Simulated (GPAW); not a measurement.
# Optical response of ZnAu

Aim: the dielectric function of ZnAu, and the optical constants that follow from it.

Method: DFT, PBE, plane-wave PAW (GPAW data sets), scalar-relativistic, RPA, optical limit, in GPAW 26.7.0.

### 1. Starting point

It takes space group Pm-3m (No. 221, cubic). Conventional cell: a = 3.147 Å, b = 3.147 Å, c = 3.147 Å, α = 90.00°, β = 90.00°, γ = 90.00°. Au has 8 Zn at 2.73 Å nearest. Zn has 8 Au at 2.73 Å nearest. Farther neighbours are not listed.

### 2. Ground state

First the ground state: is it a metal or has it a gap?

This step: DFT, PBE, plane-wave PAW (GPAW data sets), scalar-relativistic, ground state (GPAW 26.7.0).

gs.py

```python
from ase import Atoms
from ase.dft.bandgap import bandgap
from gpaw import GPAW, PW, FermiDirac

atoms = Atoms(['Au', 'Zn'],
              cell=[[3.147000000000, 0.000000000000, 0.000000000000],
                    [0.000000000000, 3.147000000000, 0.000000000000],
                    [0.000000000000, 0.000000000000, 3.147000000000]],
              scaled_positions=[[0.000000000000, 0.000000000000, 0.000000000000],
                                [0.500000000000, 0.500000000000, 0.500000000000]],
              pbc=[True, True, True])
atoms.calc = GPAW(mode=PW(500), xc='PBE', kpts={'size': (7, 7, 7), 'gamma': True},
                  occupations=FermiDirac(0.05), maxiter=150, txt='gs.txt')
print('energy (eV)', atoms.get_potential_energy())
print('Fermi level (eV)', atoms.calc.get_fermi_level())
print('valence electrons', atoms.calc.get_number_of_electrons())
print('gap (eV)', bandgap(atoms.calc, output=None)[0])
print('direct gap (eV)', bandgap(atoms.calc, direct=True, output=None)[0])
atoms.calc.write('gs.gpw')
```

The run is started by

```console
> OMP_NUM_THREADS=1 python gs.py
```

Numbers of over 12 decimals in the logs are rounded to 6 here.

Output:

```text
__  _  _
 | _ |_)|_||  |
 |__||  | ||/\| - 26.7.0

Versions:
  Python: 3.12.14
  ASE:    3.29.0
  Numpy:  2.5.5
  Scipy:  1.18.1
  Libxc:  7.0.0

Input parameters:
  mode=PW(ecut=500.0),
  kpts=MonkhorstPack(size=(7, 7, 7), gamma=True),
  maxiter=150,
  occupations=Occupations(name='fermi-dirac', width=0.05, fixmagmom=False),
  xc=XC(name='PBE')

Diagonalizing LCAO Hamiltonian
Converting LCAO to pw mode
   .-------.
  /|       |
 * |       |
 | |  Zn   |
 | .-------.
 |/       /
 Au------*

Atoms  # Å, Bohr magnetons
|   | symbol |        x |        y |        z |    initial magnetic moments |
| 0 |     Au | 0.000000 | 0.000000 | 0.000000 | ( 0.0000,  0.0000,  0.0000) |
| 1 |     Zn | 1.573500 | 1.573500 | 1.573500 | ( 0.0000,  0.0000,  0.0000) |

Unit cell  # Å
| periodic |        x |        y |        z |  lengths |    angles |
|      yes | 3.147000 | 0.000000 | 0.000000 | 3.147000 | 90.000000 |
|      yes | 0.000000 | 3.147000 | 0.000000 | 3.147000 | 90.000000 |
|      yes | 0.000000 | 0.000000 | 3.147000 | 3.147000 | 90.000000 |

Number of symmetries: 48
Symmetry operations  # r_c * U_cc + t_c -> r_c
|    | kind |            matrix            |
|  0 |  E   |  1, 0, 0,  0, 1, 0,  0, 0, 1 |
|  1 |  σ   |  1, 0, 0,  0, 1, 0,  0, 0,-1 |
|  2 |  σ   |  1, 0, 0,  0, 0, 1,  0, 1, 0 |
|  3 |  C4  |  1, 0, 0,  0, 0, 1,  0,-1, 0 |
|  4 |  C4  |  1, 0, 0,  0, 0,-1,  0, 1, 0 |
|  5 |  σ   |  1, 0, 0,  0, 0,-1,  0,-1, 0 |
|  6 |  σ   |  1, 0, 0,  0,-1, 0,  0, 0, 1 |
|  7 |  C2  |  1, 0, 0,  0,-1, 0,  0, 0,-1 |
|  8 |  σ   |  0, 1, 0,  1, 0, 0,  0, 0, 1 |
|  9 |  C2  |  0, 1, 0,  1, 0, 0,  0, 0,-1 |
| 10 |  C3  |  0, 1, 0,  0, 0, 1,  1, 0, 0 |
| 11 |  S6  |  0, 1, 0,  0, 0, 1, -1, 0, 0 |
| 12 |  S6  |  0, 1, 0,  0, 0,-1,  1, 0, 0 |
| 13 |  C3  |  0, 1, 0,  0, 0,-1, -1, 0, 0 |
| 14 |  C4  |  0, 1, 0, -1, 0, 0,  0, 0, 1 |
| 15 |  S4  |  0, 1, 0, -1, 0, 0,  0, 0,-1 |
| 16 |  C3  |  0, 0, 1,  1, 0, 0,  0, 1, 0 |
| 17 |  S6  |  0, 0, 1,  1, 0, 0,  0,-1, 0 |
| 18 |  σ   |  0, 0, 1,  0, 1, 0,  1, 0, 0 |
| 19 |  C4  |  0, 0, 1,  0, 1, 0, -1, 0, 0 |
| 20 |  C2  |  0, 0, 1,  0,-1, 0,  1, 0, 0 |
| 21 |  S4  |  0, 0, 1,  0,-1, 0, -1, 0, 0 |
| 22 |  S6  |  0, 0, 1, -1, 0, 0,  0, 1, 0 |
| 23 |  C3  |  0, 0, 1, -1, 0, 0,  0,-1, 0 |
| 24 |  S6  |  0, 0,-1,  1, 0, 0,  0, 1, 0 |
| 25 |  C3  |  0, 0,-1,  1, 0, 0,  0,-1, 0 |
| 26 |  C4  |  0, 0,-1,  0, 1, 0,  1, 0, 0 |
| 27 |  σ   |  0, 0,-1,  0, 1, 0, -1, 0, 0 |
| 28 |  S4  |  0, 0,-1,  0,-1, 0,  1, 0, 0 |
| 29 |  C2  |  0, 0,-1,  0,-1, 0, -1, 0, 0 |
| 30 |  C3  |  0, 0,-1, -1, 0, 0,  0, 1, 0 |
| 31 |  S6  |  0, 0,-1, -1, 0, 0,  0,-1, 0 |
| 32 |  C4  |  0,-1, 0,  1, 0, 0,  0, 0, 1 |
| 33 |  S4  |  0,-1, 0,  1, 0, 0,  0, 0,-1 |
| 34 |  S6  |  0,-1, 0,  0, 0, 1,  1, 0, 0 |
| 35 |  C3  |  0,-1, 0,  0, 0, 1, -1, 0, 0 |
| 36 |  C3  |  0,-1, 0,  0, 0,-1,  1, 0, 0 |
| 37 |  S6  |  0,-1, 0,  0, 0,-1, -1, 0, 0 |
| 38 |  σ   |  0,-1, 0, -1, 0, 0,  0, 0, 1 |
| 39 |  C2  |  0,-1, 0, -1, 0, 0,  0, 0,-1 |
| 40 |  σ   | -1, 0, 0,  0, 1, 0,  0, 0, 1 |
| 41 |  C2  | -1, 0, 0,  0, 1, 0,  0, 0,-1 |
| 42 |  C2  | -1, 0, 0,  0, 0, 1,  0, 1, 0 |
| 43 |  S4  | -1, 0, 0,  0, 0, 1,  0,-1, 0 |
| 44 |  S4  | -1, 0, 0,  0, 0,-1,  0, 1, 0 |
| 45 |  C2  | -1, 0, 0,  0, 0,-1,  0,-1, 0 |
| 46 |  C2  | -1, 0, 0,  0,-1, 0,  0, 0, 1 |
| 47 |  i   | -1, 0, 0,  0,-1, 0,  0, 0,-1 |

BZ-sampling:
  Number of BZ points: 343
  Number of IBZ points: 20

  Monkhorst-Pack size: [7, 7, 7]
  Monkhorst-Pack shift: [0, 0, 0]

K-points  # in reciprocal-cell coordinates
|     |                                coordinates |     weight |
|   0 | (  0.00000000,   0.00000000,   0.00000000) | 0.00291545 |
|   1 | (  0.14285714,   0.00000000,   0.00000000) | 0.01749271 |
|   2 | (  0.14285714,   0.14285714,   0.00000000) | 0.03498542 |
|   3 | (  0.14285714,   0.14285714,   0.14285714) | 0.02332362 |
|   4 | (  0.28571429,   0.00000000,   0.00000000) | 0.01749271 |
|   5 | (  0.28571429,   0.14285714,   0.00000000) | 0.06997085 |
|   6 | (  0.28571429,   0.14285714,   0.14285714) | 0.06997085 |
|   7 | (  0.28571429,   0.28571429,   0.00000000) | 0.03498542 |
|   8 | (  0.28571429,   0.28571429,   0.14285714) | 0.06997085 |
|   9 | (  0.28571429,   0.28571429,   0.28571429) | 0.02332362 |
| ... |                                            |            |
|  19 | (  0.42857143,   0.42857143,   0.42857143) | 0.02332362 |

Plane wave coefficients: 808
Cutoff: 500.0 eV

Spin-components: 1 (collinear spins)
Bands:           18
Projectors:      12
Spin-degeneracy: 2
Datatype:        complex128

Parallelization:
  kpt:    1
  domain: 1
  band:   1

Density:
  Valence electrons: 23.0
  Components: 1
  Grid points: [18 18 18]
  Charge: 0.0  # |e|

Potential:
  Grid points: [18 18 18]

species:
  Au:
    name:    Gold
    id:
    Z:       79.0
    valence: 11
    core:    68
    charge:  0.0  # [|e|]
    compensation charges:
      type: gauss
      rc: 0.42  # [Å]
      lmax: 2
    cutoffs:
      filter: 2.33  # [Å]
      core: 2.81  # [Å]
    projectors
    | kind |    occ | energy [eV] | rcut [Å] |
    |   6s |  1.000 |      -5.728 |    1.323 |
    |   6p |  0.000 |      -0.775 |    1.323 |
    |   5d | 10.000 |      -6.891 |    1.323 |
    |    s |        |      21.484 |    1.323 |
    |    p |        |      26.436 |    1.323 |
    |    d |        |      20.321 |    1.323 |

    Using partial waves for Au as LCAO basis

  Zn:
    name:    Zinc
    id:
    Z:       30.0
    valence: 12
    core:    18
    charge:  0.0  # [|e|]
    compensation charges:
      type: gauss
      rc: 0.37  # [Å]
      lmax: 2
    cutoffs:
      filter: 2.14  # [Å]
      core: 2.28  # [Å]
    projectors
    | kind |    occ | energy [eV] | rcut [Å] |
    |   4s |  2.000 |      -5.977 |    1.286 |
    |   4p |  0.000 |      -1.117 |    1.270 |
    |   3d | 10.000 |     -10.142 |    1.180 |
    |    s |        |      21.234 |    1.286 |
    |    p |        |      26.095 |    1.270 |
    |    d |        |      17.070 |    1.180 |

    Using partial waves for Zn as LCAO basis

Reference energy: -565459.597762  # eV

eigensolver:
  PPCG
  Converge bands: occupied
  niter=2

density mixing:
  MSR1-Mixer
  Pratt-step length: 0.05
  Maximum mixing coefficient: 0.75
  Old densities: 10
  SVD Regularization: 0.005
  Good broyden scale: 1.0
  Trust region scale: 1.0
  Backstep threshold: 4.0
  History deletion threshold: 6.0
  Fourier metric: weight=20.0, sigma=0.015

occupation numbers:
  Fermi-Dirac:
    width: 0.0500  # eV

poisson solver:
  ecut: 4000.0  # eV

xc functional:
  name: PBE with 2 nearest neighbor stencil

convergence criteria:
- Maximum [total energy] change in last 3 cyles: 0.0005 eV / valence electron
- Maximum integral of absolute [dens]ity change: 0.0001 electrons / valence electron
- Maximum integral of absolute [eigenst]ate change: 4e-08 eV^2 / valence electron
maximum number of iterations: 150

SCF iterations
|iter     |      energy | eigst |  dens |
|iter:   1||   -5.246101 | +0.17 |       |
|iter:   2||   -5.147487 | -1.57 | -1.19 |
|iter:   3||   -4.790430 | -1.51 | -1.23 |
|iter:   4||   -4.780717 | -3.11 | -1.96 |
|iter:   5||   -4.779701c| -3.53 | -2.16 |
|iter:   6||   -4.779759c| -4.89 | -3.16 |
|iter:   7||   -4.779775c| -5.62 | -3.61 |
|iter:   8||   -4.779775c| -7.32 | -4.55c|
|iter:   9||   -4.779775c| -8.02c| -4.82c|

Converged in 9 steps
SCF loop duration: 6.796 s (0.755 s/step)
Energy contributions relative to reference atoms: (reference = -565459.597762)

Energy contributions:
  Kinetic:          -6.887405
  Coulomb:           7.202320
  Zero:              0.145777
  External:          0.000000
  Xc:               -5.237071
  Entropy:          -0.006791
  Spinorbit:         0.000000
  ----------------------------
  Free energy:      -4.783170
  Extrapolated:     -4.779775

dipole moment: (-10.868233, -10.868233, -10.868233)  # |e|*Ang

Fermi level: 9.307
Eigenvalues  # (at kpt = [0.000, 0.000, 0.000])
| band index |      eig [eV] | occ [0-2] |
|          0 |        -1.506 |     2.000 |
|        ... |               |           |
|          3 |         1.698 |     2.000 |
|          4 |         1.698 |     2.000 |
|          5 |         1.698 |     2.000 |
|          6 |         3.656 |     2.000 |
|          7 |         3.656 |     2.000 |
|          8 |         5.346 |     2.000 |
|          9 |         5.346 |     2.000 |
|         10 |         5.346 |     2.000 |
|         11 |        14.170 |     0.000 |
|         12 |        14.170 |     0.000 |
|         13 |        14.170 |     0.000 |
|         14 |        18.013 |     0.000 |
|         15 |        21.164 |     0.000 |
|         16 |        21.164 |     0.000 |
|         17 |        31.647 |     0.000 |

No gap
No difference between direct/indirect transitions

--- standard output ---
energy (eV) -4.779775
Fermi level (eV) 9.306854
valence electrons 23.0
gap (eV) 0.0
direct gap (eV) 0.0
```

Wall time 8.9 s (1 thread of Arm Neoverse V1, shared host); peak memory 0.13 GiB.

Numbers from this step:

```
energy       : -4.780 eV
Fermi energy : 9.307 eV
electrons    : 23
```

There are states at the Fermi level within the smearing, so the occupations stay smeared and the carriers get a Drude term.

### 3. Bands for the response

The response needs many more empty bands than the density does.

This step: DFT, PBE, plane-wave PAW (GPAW data sets), scalar-relativistic, bands at fixed density (GPAW 26.7.0).

nscf.py

```python
from ase.dft.bandgap import bandgap
from gpaw import GPAW, FermiDirac

calc = GPAW('gs.gpw').fixed_density(kpts={'size': (14, 14, 14), 'gamma': True}, nbands=43, convergence={'bands': 37},
                                    occupations=FermiDirac(0.05), txt='nscf.txt')
print('gap (eV)', bandgap(calc, output=None)[0])
print('direct gap (eV)', bandgap(calc, direct=True, output=None)[0])
print('top band over the Fermi level (eV)', min(calc.get_eigenvalues(kpt=k)[36] for k in range(len(calc.get_ibz_k_points()))) - calc.get_fermi_level())
calc.write('full.gpw', mode='all')
```

The run is started by

```console
> OMP_NUM_THREADS=1 python nscf.py
```

Output:

```text
Diagonalizing LCAO Hamiltonian
Converting LCAO to pw mode
convergence criteria:
- Maximum integral of absolute [eigenst]ate change: 4e-08 eV^2 / valence electron
maximum number of iterations: 150

SCF iterations
|iter     |      energy | eigst |  dens |
|iter:   1||             | +3.62 |       |
|iter:   2||             | +2.46 |       |
|iter:   3||             | +1.80 |       |
|iter:   4||             | +1.18 |       |
|iter:   5||             | +0.76 |       |
|iter:   6||             | +0.29 |       |
|iter:   7||             | -0.07 |       |
|iter:   8||             | -0.47 |       |
|iter:   9||             | -0.83 |       |
|iter:  10||             | -1.24 |       |
|iter:  11||             | -1.62 |       |
|iter:  12||             | -2.06 |       |
|iter:  13||             | -2.47 |       |
|iter:  14||             | -2.91 |       |
|iter:  15||             | -3.34 |       |
|iter:  16||             | -3.79 |       |
|iter:  17||             | -4.24 |       |
|iter:  18||             | -4.68 |       |
|iter:  19||             | -5.12 |       |
|iter:  20||             | -5.57 |       |
|iter:  21||             | -6.00 |       |
|iter:  22||             | -6.49 |       |
|iter:  23||             | -6.88 |       |
|iter:  24||             | -7.31 |       |
|iter:  25||             | -7.58c|       |
SCF steps: 25
  __  _  _
 | _ |_)|_||  |
 |__||  | ||/\| - 26.7.0

Versions:
  Python: 3.12.14
  ASE:    3.29.0
  Numpy:  2.5.5
  Scipy:  1.18.1
  Libxc:  7.0.0

Input parameters:
  mode=PW(ecut=500.0),
  convergence={'bands': 37},
  gpts=array([18, 18, 18]),
  kpts=MonkhorstPack(size=(14, 14, 14), gamma=True),
  maxiter=150,
  nbands=43,
  occupations=Occupations(name='fermi-dirac', width=0.05, fixmagmom=False),
  parallel={},
  xc=XC(name='PBE')

--- standard output ---
gap (eV) 0.0
direct gap (eV) 0.0
top band over the Fermi level (eV) 38.677339
```

The job ended after 3.4 min (1 thread; peak memory 0.23 GiB).

[end of part 1 of 2]

[Machine, clock and banner lines and Python warnings are left out of the logs.]

[Logs are printed without paths, hosts, clocks, repeated set-up lines and the standing remarks that a program may print on its own settings, such as how far it seeks lower states.]

[Hosts, paths, dates, database ids (printed as entryN), source tags and the programs' standing remarks are cut or masked in the printed files.]
